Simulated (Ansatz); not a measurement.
**A faulty run on twisted h-AlN/h-SiC alternating trilayer, 27.80° (78 atoms)**

Program: Ansatz 0.2.0. The cell: 26 Al, 26 N, 13 Si and 13 C.

Contents of input.yaml:

```yaml
crystal:
  lattice:
    - [11.2313, 0.0, 0.0]
    - [-5.61565, 9.72659, 0.0]
    - [0.0, 0.0, 20.35]
  atoms:
    - { symbol: Al, position: [0.12798, 0.18092, 0.34372] }
    - { symbol: "N", position: [0.18081, 0.05408, 0.34386] }
    - { symbol: Al, position: [0.20471, 0.48672, 0.34397] }
    - { symbol: "N", position: [0.25641, 0.36052, 0.3434] }
    - { symbol: Al, position: [0.28129, 0.79293, 0.34316] }
    - { symbol: "N", position: [0.335, 0.66666, 0.34347] }
    - { symbol: Al, position: [0.36022, 0.10377, 0.3441] }
    - { symbol: "N", position: [0.4109, 0.97546, 0.34398] }
    - { symbol: Al, position: [0.43562, 0.40891, 0.34387] }
    - { symbol: "N", position: [0.48672, 0.28079, 0.3434] }
    - { symbol: Al, position: [0.51078, 0.71725, 0.34462] }
    - { symbol: "N", position: [0.56373, 0.59031, 0.3438] }
    - { symbol: Al, position: [0.58991, 0.02646, 0.34548] }
    - { symbol: "N", position: [0.64104, 0.89613, 0.3446] }
    - { symbol: Al, position: [0.66822, 0.33354, 0.34371] }
    - { symbol: "N", position: [0.71905, 0.20637, 0.34386] }
    - { symbol: Al, position: [0.74418, 0.64006, 0.34406] }
    - { symbol: "N", position: [0.794, 0.51435, 0.34368] }
    [... 54 atom lines left out ...]
    - { symbol: Al, position: [0.89753, 0.25649, 0.6558] }
    - { symbol: "N", position: [0.94861, 0.12768, 0.6552] }
    - { symbol: Al, position: [0.9764, 0.56507, 0.65505] }
    - { symbol: "N", position: [0.02541, 0.43562, 0.65602] }
    - { symbol: Al, position: [0.05164, 0.87228, 0.65586] }
    - { symbol: "N", position: [0.10334, 0.74323, 0.65537] }
kpoints:
  mp_grid: { grid: [1, 1, 1], kspacing: 0.3 }
hamiltonian:
  xc: pbe
  dispersion: d3bj
scf:
  occupations: { method: fixed }
  max_iter: 100
output:
  forces: true
```

Launch:

```bash
> ansatz run input.yaml --threads 4 --pin off --max-ram 8192MiB --backend cpu --events-out ev --progress --plain --runs-dir out
```

What it wrote:

```text
Error: invalid value for `kpoints.mp_grid.kspacing`: mutually exclusive with `grid` — set one or the other
```

Wall time 0.05 s (4 threads of Arm Neoverse V1, shared host); peak memory 0.077 GiB.

Q: Name the fault and the fix.

Both a k-mesh and a spacing: kpoints.mp_grid.kspacing = 0.3.

The fix is to take out kpoints.mp_grid.kspacing.

The program refused it before any cycle.

[Logs are printed without paths, hosts, clocks, repeated set-up lines and the standing remarks that a program may print on its own settings, such as how far it seeks lower states.]

[Hosts, paths, dates, database ids (printed as entryN), source tags and the programs' standing remarks are cut or masked in the printed files.]
